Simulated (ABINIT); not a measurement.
# WS2 (Tungstenite): a self-consistent loop beyond G0W0, cycle by cycle

Wanted: G0W0 and self-consistent gaps of WS2 (Tungstenite), with the cost of the cycles.

Calculated with ABINIT 10.8.3; LDA and many-body steps on it, plane waves.

Report form: the programs' logs are mostly left out.

## Step 1: The starting structure

It takes space group P6_3/mmc (No. 194, hexagonal). Conventional cell: a = 3.153 Å, b = 3.153 Å, c = 12.323 Å, α = 90.00°, β = 90.00°, γ = 120.00°. Nearest to W lie 6 S at 2.40 Å. Nearest to S lie 3 W at 2.40 Å. Farther neighbours and most contacts between anions are not listed.

The cell and positions come from the Crystallography Open Database and are kept as given unless a step says otherwise. Spin-orbit coupling is left out unless a step names it.

## Step 2: Empty states on the mesh, 3×3×1 mesh, 380 bands

This step: ABINIT 10.8.3; DFT, LDA, plane waves, norm-conserving pseudopotentials.

The sums over transitions need many empty states on a uniform mesh; this step solves for them.

Input file run.abi:

```
acell 3*1.0 Angstrom
rprim 
  3.153199999992 0.000000000002 0.000000000000
  -1.576599999998 2.730751303206 0.000000000000
  0.000000000000 0.000000000000 12.323000000000
ntypat 2
znucl 74 16
natom 6
typat 1 1 2 2 2 2
xred 
  0.333333333333 0.666666666667 0.250000000000
  0.666666666667 0.333333333333 0.750000000000
  0.333333333333 0.666666666667 0.622500000000
  0.666666666667 0.333333333333 0.122500000000
  0.333333333333 0.666666666667 0.877500000000
  0.666666666667 0.333333333333 0.377500000000
pp_dirpath "pseudos"
pseudos "W.upf, S.upf"
ecut 29
ngkpt 3 3 1
nshiftk 1
shiftk 0 0 0
kptopt 1
chksymbreak 0
iscf -2
irdden 1
istwfk *1
nband 380
nbdbuf 34
tolwfr 1e-09
nstep 60
prtvol 0
indata_prefix "in"
outdata_prefix "out"
tmpdata_prefix "tmp"
```

On the command line:

```
$ OMP_NUM_THREADS=1 mpirun -n 3 abinit run.abi > log
```

It took 2.5 min on 3 MPI ranks of Arm Neoverse V1, shared host; peak memory 0.4 GiB.

This step gave:

* gap: 1.264 eV
* k of the valence top: 0, 0, 0
* k of the conduction bottom: 0.3333, 0.3333, 0
* least direct gap: 1.813 eV
* k points computed: 3
* lowest point of the top converged band, above the valence top: 107.3584 eV

On this mesh the gap is 1.264 eV.

The density comes from a self-consistent run that is not shown.

## Step 3: Screening, 3×3×1 mesh, 346 bands, screening to 179.6 eV

The RPA dielectric matrix is built and inverted for each q.

This step: RPA screening on LDA, plane waves, norm-conserving pseudopotentials.

run.abi, as its differences from that of step 2:

```diff
@@ -24,10 +24,11 @@
 chksymbreak 0
-iscf -2
-irdden 1
 istwfk *1
-nband 380
-nbdbuf 34
-tolwfr 1e-09
-nstep 60
-prtvol 0
+occopt 1
+irdwfk 1
+optdriver 3
+nband 346
+ecuteps 6.6
+inclvkb 2
+awtr 1
+symchi 1
 indata_prefix "in"
```

On the command line:

```
$ OMP_NUM_THREADS=1 mpirun -n 4 abinit run.abi > log
```

The job ended after 83 s (4 MPI ranks; peak memory 1.4 GiB).

Numbers from this step:

| Quantity | Value |
| --- | --- |
| ε∞ with local fields, on this mesh, along the program's q direction | 17.69 |
| the same without local fields | 19.83 |
| plasma frequency | 25.99 eV |
| plane waves in the screening matrix | 573 |

Local fields lower ε∞ by 11 %. On a Γ-centred mesh this coarse the value itself is usually too large, while a short band sum pulls it down.

## Step 4: G0W0

The self-energy is evaluated for the states that the input lists, and the levels follow from it, in one-shot runs by the linearised quasiparticle equation.

This step: G0W0 on LDA, plane waves, norm-conserving pseudopotentials.

run.abi, as its differences from that of step 3:

```diff
@@ -27,8 +27,17 @@
 irdwfk 1
-optdriver 3
+optdriver 4
 nband 346
+gwcalctyp 0
+ecutsigx 29
+symsigma 1
+nkptgw 2
+kptgw 
+  0.0000000000 0.0000000000 0.0000000000
+  0.3333333333 0.3333333333 0.0000000000
+bdgw 
+  25 28
+  25 28
 ecuteps 6.6
-inclvkb 2
-awtr 1
-symchi 1
+irdscr 1
+ppmodel 1
 indata_prefix "in"
```

Elapsed: 42 s, on 4 MPI ranks; peak memory 1.3 GiB.

This step gave:

| Quantity | Value |
| --- | --- |
| G0W0 gap on the points computed | 1.987 eV |
| starting gap on the mesh | 1.264 eV |
| k of the valence top | 0, 0, 0 |
| k of the conduction bottom | 0.3333, 0.3333, 0 |
| Z at the valence top | 0.78 |
| Z at the conduction bottom | 0.781 |
| least direct G0W0 gap on the computed points | 2.506 eV |

The gap on the mesh goes from 1.26 eV to 1.99 eV, a correction of +0.72 eV.

## Step 5: evGW0, cycle 1

This step: evGW0 on LDA, plane waves, norm-conserving pseudopotentials.

run.abi, as its differences from that of step 4:

```diff
@@ -29,12 +29,14 @@
 nband 346
-gwcalctyp 0
+gwcalctyp 10
 ecutsigx 29
 symsigma 1
-nkptgw 2
+nkptgw 3
 kptgw 
   0.0000000000 0.0000000000 0.0000000000
+  0.3333333333 0.0000000000 0.0000000000
   0.3333333333 0.3333333333 0.0000000000
 bdgw 
-  25 28
-  25 28
+  13 32
+  13 32
+  13 32
 ecuteps 6.6
```

Wall time 5.9 min (4 MPI ranks); peak memory 1.4 GiB.

This step gave:

```yaml
quasiparticle_gap_on_the_points_computed: 2.190 eV
gap_of_the_density_functional_on_the_mesh: 1.264 eV
k_of_the_valence_top: 0, 0, 0
k_of_the_conduction_bottom: 0.3333, 0.3333, 0
z_at_the_valence_top: 0.78
z_at_the_conduction_bottom: 0.781
least_direct_quasiparticle_gap_on_the_computed_points: 2.700 eV
```

Against G0W0 in ABINIT (3×3×1 mesh, 346 bands, screening to 179.6 eV, Godby-Needs plasmon pole), the gap moves by +0.203 eV. This first cycle still uses the starting levels; it takes the full correction, at all points of the mesh, and its linearised value is 1.987 eV.

## Step 6: evGW0, cycle 2

The corrected levels of the last cycle go back in.

run.abi, as its differences from that of step 5:

```diff
@@ -44,2 +44,3 @@
 ppmodel 1
+irdqps 1
 indata_prefix "in"
```

Elapsed: 5.8 min, on 4 MPI ranks; peak memory 1.4 GiB.

Numbers from this step:

* quasiparticle gap on the points computed: 2.054 eV
* gap of the density functional on the mesh: 1.264 eV
* k of the valence top: 0, 0, 0
* k of the conduction bottom: 0.3333, 0.3333, 0
* least direct quasiparticle gap on the computed points: 2.571 eV

Against the cycle before, the gap moves by −0.136 eV.

## Step 7: evGW0, cycle 3

run.abi is that of step 6.

The job ended after 5.9 min (4 MPI ranks; peak memory 1.4 GiB).

Numbers from this step:

```
quasiparticle gap on the points computed              : 2.074 eV
gap of the density functional on the mesh             : 1.264 eV
k of the valence top                                  : 0, 0, 0
k of the conduction bottom                            : 0.3333, 0.3333, 0
least direct quasiparticle gap on the computed points : 2.589 eV
```

Against the cycle before, the gap moves by +0.020 eV.

## Step 8: evGW0, cycle 4

run.abi is that of step 7.

Run time: 5.8 min. Hardware: 4 MPI ranks; peak memory 1.4 GiB.

This step gave:

```
quasiparticle gap on the points computed              : 2.070 eV
gap of the density functional on the mesh             : 1.264 eV
k of the valence top                                  : 0, 0, 0
k of the conduction bottom                            : 0.3333, 0.3333, 0
least direct quasiparticle gap on the computed points : 2.586 eV
```

Against the cycle before, the gap moves by −0.004 eV.

## Step 9: Screening, 3×3×1 mesh, 346 bands, screening to 179.6 eV

This step: RPA screening on LDA, plane waves, norm-conserving pseudopotentials.

run.abi, as its differences from that of step 8:

```diff
@@ -27,20 +27,13 @@
 irdwfk 1
-optdriver 4
+optdriver 3
 nband 346
+ecuteps 6.6
+inclvkb 2
+awtr 1
+symchi 1
 gwcalctyp 10
-ecutsigx 29
-symsigma 1
-nkptgw 3
-kptgw 
-  0.0000000000 0.0000000000 0.0000000000
-  0.3333333333 0.0000000000 0.0000000000
-  0.3333333333 0.3333333333 0.0000000000
-bdgw 
-  13 32
-  13 32
-  13 32
-ecuteps 6.6
-irdscr 1
-ppmodel 1
-irdqps 1
+mbpt_sciss 0.611 eV
+nqptdm 1
+qptdm 
+  0 0 0
 indata_prefix "in"
```

Run time: 53 s. Hardware: 4 MPI ranks; peak memory 1.4 GiB; 3.5 min of CPU time.

Numbers from this step:

- ε∞ with local fields, on this mesh, along the program's q direction: 15.00
- the same without local fields: 16.57
- plasma frequency: 25.99 eV
- plane waves in the screening matrix: 573

This screening uses the functional's bands under a rigid shift, the mean opening of the cycle before.

## Step 10: Screening, 3×3×1 mesh, 346 bands, screening to 179.6 eV

This step: RPA screening on LDA from quasiparticle energies, plane waves, norm-conserving pseudopotentials.

run.abi, as its differences from that of step 9:

```diff
@@ -33,7 +33,8 @@
 symchi 1
+irdqps 1
 gwcalctyp 10
-mbpt_sciss 0.611 eV
-nqptdm 1
+nqptdm 2
 qptdm 
-  0 0 0
+  0.3333333333 0.0000000000 0.0000000000
+  0.3333333333 0.3333333333 0.0000000000
 indata_prefix "in"
```

Input file mrgscr.stdin:

```
2
merged
q0_SCR
out_SCR
1
```

On the command line:

```
$ OMP_NUM_THREADS=1 mpirun -n 4 abinit run.abi > log; mrgscr < mrgscr.stdin
```

It took 37 s on 4 MPI ranks; peak memory 1.1 GiB; 2.4 min of CPU time.

Numbers from this step:

* plasma frequency: 25.99 eV
* plane waves in the screening matrix: 573

This screening reads the quasiparticle levels of the cycle before.

## Step 11: evGW, cycle 1

This step: evGW on LDA, plane waves, norm-conserving pseudopotentials.

run.abi, as its differences from that of step 10:

```diff
@@ -27,14 +27,20 @@
 irdwfk 1
-optdriver 3
+optdriver 4
 nband 346
-ecuteps 6.6
-inclvkb 2
-awtr 1
-symchi 1
-irdqps 1
 gwcalctyp 10
-nqptdm 2
-qptdm 
+ecutsigx 29
+symsigma 1
+nkptgw 3
+kptgw 
+  0.0000000000 0.0000000000 0.0000000000
   0.3333333333 0.0000000000 0.0000000000
   0.3333333333 0.3333333333 0.0000000000
+bdgw 
+  13 32
+  13 32
+  13 32
+ecuteps 6.6
+irdscr 1
+ppmodel 1
+irdqps 1
 indata_prefix "in"
```

On the command line:

```
$ OMP_NUM_THREADS=1 mpirun -n 4 abinit run.abi > log
```

Wall time 5.9 min (4 MPI ranks); peak memory 1.4 GiB; 23 min of CPU time.

Numbers from this step:

```
quasiparticle gap on the points computed              : 2.140 eV
gap of the density functional on the mesh             : 1.264 eV
k of the valence top                                  : 0, 0, 0
k of the conduction bottom                            : 0.3333, 0.3333, 0
least direct quasiparticle gap on the computed points : 2.66 eV
```

Against G0W0 in ABINIT (3×3×1 mesh, 346 bands, screening to 179.6 eV, Godby-Needs plasmon pole), the gap moves by +0.153 eV.

## Step 12: Screening, 3×3×1 mesh, 346 bands, screening to 179.6 eV

This step: RPA screening on LDA, plane waves, norm-conserving pseudopotentials.

run.abi, as its differences from that of step 11:

```diff
@@ -27,20 +27,13 @@
 irdwfk 1
-optdriver 4
+optdriver 3
 nband 346
+ecuteps 6.6
+inclvkb 2
+awtr 1
+symchi 1
 gwcalctyp 10
-ecutsigx 29
-symsigma 1
-nkptgw 3
-kptgw 
-  0.0000000000 0.0000000000 0.0000000000
-  0.3333333333 0.0000000000 0.0000000000
-  0.3333333333 0.3333333333 0.0000000000
-bdgw 
-  13 32
-  13 32
-  13 32
-ecuteps 6.6
-irdscr 1
-ppmodel 1
-irdqps 1
+mbpt_sciss 0.689 eV
+nqptdm 1
+qptdm 
+  0 0 0
 indata_prefix "in"
```

The job ended after 52 s (4 MPI ranks; peak memory 1.4 GiB; 3.5 min of CPU time).

Numbers from this step:

* ε∞ with local fields, on this mesh, along the program's q direction: 14.73
* the same without local fields: 16.24
* plasma frequency: 25.99 eV
* plane waves in the screening matrix: 573

This screening uses the functional's bands under a rigid shift, the mean opening of the cycle before.

## Step 13: Screening, 3×3×1 mesh, 346 bands, screening to 179.6 eV

This step: RPA screening on LDA from quasiparticle energies, plane waves, norm-conserving pseudopotentials.

run.abi, as its differences from that of step 12:

```diff
@@ -33,7 +33,8 @@
 symchi 1
+irdqps 1
 gwcalctyp 10
-mbpt_sciss 0.689 eV
-nqptdm 1
+nqptdm 2
 qptdm 
-  0 0 0
+  0.3333333333 0.0000000000 0.0000000000
+  0.3333333333 0.3333333333 0.0000000000
 indata_prefix "in"
```

mrgscr.stdin is that of step 10.

On the command line:

```
$ OMP_NUM_THREADS=1 mpirun -n 4 abinit run.abi > log; mrgscr < mrgscr.stdin
```

Wall time 39 s (4 MPI ranks); peak memory 1.1 GiB; 2.6 min of CPU time.

This step gave:

* plasma frequency: 25.99 eV
* plane waves in the screening matrix: 573

This screening reads the quasiparticle levels of the cycle before.

## Step 14: evGW, cycle 2

This step: evGW on LDA, plane waves, norm-conserving pseudopotentials.

run.abi, as its differences from that of step 13:

```diff
@@ -27,14 +27,20 @@
 irdwfk 1
-optdriver 3
+optdriver 4
 nband 346
-ecuteps 6.6
-inclvkb 2
-awtr 1
-symchi 1
-irdqps 1
 gwcalctyp 10
-nqptdm 2
-qptdm 
+ecutsigx 29
+symsigma 1
+nkptgw 3
+kptgw 
+  0.0000000000 0.0000000000 0.0000000000
   0.3333333333 0.0000000000 0.0000000000
   0.3333333333 0.3333333333 0.0000000000
+bdgw 
+  13 32
+  13 32
+  13 32
+ecuteps 6.6
+irdscr 1
+ppmodel 1
+irdqps 1
 indata_prefix "in"
```

On the command line:

```
$ OMP_NUM_THREADS=1 mpirun -n 4 abinit run.abi > log
```

It took 5.9 min on 4 MPI ranks; peak memory 1.4 GiB; 23 min of CPU time.

This step gave:

| Quantity | Value |
| --- | --- |
| quasiparticle gap on the points computed | 2.140 eV |
| gap of the density functional on the mesh | 1.264 eV |
| k of the valence top | 0, 0, 0 |
| k of the conduction bottom | 0.3333, 0.3333, 0 |
| least direct quasiparticle gap on the computed points | 2.660 eV |

Against the cycle before, the gap moves by +0.000 eV.

## Step 15: The runs together

Times are wall times on 4 MPI ranks of Arm Neoverse V1, shared host, good to a factor of about two. A run's time includes the screening step that it read.

```
           run   mesh  bands  screening cutoff (eV)  DFT gap (eV)  gap on the mesh (eV)  direct (eV)  ε∞ used     time
          G0W0  3×3×1    346                  179.6         1.264                 1.987        2.506    17.69  2.1 min
evGW0, cycle 1  3×3×1    346                  179.6         1.264                 2.190        2.700    17.69  7.3 min
evGW0, cycle 2  3×3×1    346                  179.6         1.264                 2.054        2.571    17.69  7.2 min
evGW0, cycle 3  3×3×1    346                  179.6         1.264                 2.074        2.589    17.69  7.2 min
evGW0, cycle 4  3×3×1    346                  179.6         1.264                 2.070        2.586    17.69  7.2 min
 evGW, cycle 1  3×3×1    346                  179.6         1.264                 2.140        2.660    15.00  7.4 min
 evGW, cycle 2  3×3×1    346                  179.6         1.264                 2.140        2.660    14.73  7.4 min
```

## Step 16: Summary of results

| Item | Value |
| --- | --- |
| G0W0 | 1.987 eV |
| evGW0, cycle 1 | 2.190 eV |
| evGW0, cycle 2 | 2.054 eV |
| evGW0, cycle 3 | 2.074 eV |
| evGW0, cycle 4 | 2.070 eV |
| evGW, cycle 1 | 2.140 eV |
| evGW, cycle 2 | 2.140 eV |
| known limits | not at the basis limit; no spin-orbit coupling; coarse k mesh |

**Reading.** Only the bands that the input lists are updated; the others, empty or deep, keep the functional's energies or take a rigid shift. The evGW loop starts from the last levels of evGW0, so its cycles and time come on top of those. evGW0 ends at 2.07 eV, +0.08 eV from G0W0, after 4 cycles that took 23 min beside the first screening; the last moved the gap by 0.004 eV. evGW ends at 2.14 eV, +0.15 eV from G0W0, after 2 cycles that took 15 min beside the first screening; the last moved the gap by 0.000 eV. The first cycle of evGW0 takes the full correction, without the factor Z, so it overshoots the one-shot value. Bands and cutoff are finite, so the gap is not at the basis limit. The miss can reach some tenths of an eV and take either sign; the mesh is an error of its own. In the G0W0 runs levels were corrected at 2 k points alone, so a gap called «on the mesh» is the least over those, and an edge elsewhere would be missed. A denser mesh or path gives a starting gap of 0.91 eV: the GW mesh misses a band edge, so its gaps are not the fundamental one. The 3×3×1 mesh is coarse for this cell, which bears on the long-range parts of exchange and screening. In the updated screening the q = 0 part is built from Kohn-Sham bands under a rigid shift, the other q from the quasiparticle levels. The many-body steps are scalar-relativistic: spin-orbit coupling is not in them.

[Paths, hosts, dates, memory and timing lines, banners, echoed tables and standing remarks are left out of the program output.]

[Logs are printed without paths, hosts, clocks, repeated set-up lines and the standing remarks that a program may print on its own settings, such as how far it seeks lower states.]

[Runs of the session that timed out or met a known fault of the program may be left out.]

[Hosts, paths, dates, database ids (printed as entryN), source tags and the programs' standing remarks are cut or masked in the printed files.]

[G0W0 gaps are taken among the corrected bands and points alone; a level outside them can change the order at an edge.]

[Where Ansatz stands beside ABINIT at settings called matched, ABINIT's density can come from a denser mesh and the files from another edition; pairs whose starting gaps differed by over 0.03 eV were left out, so agreement reads better than it is.]
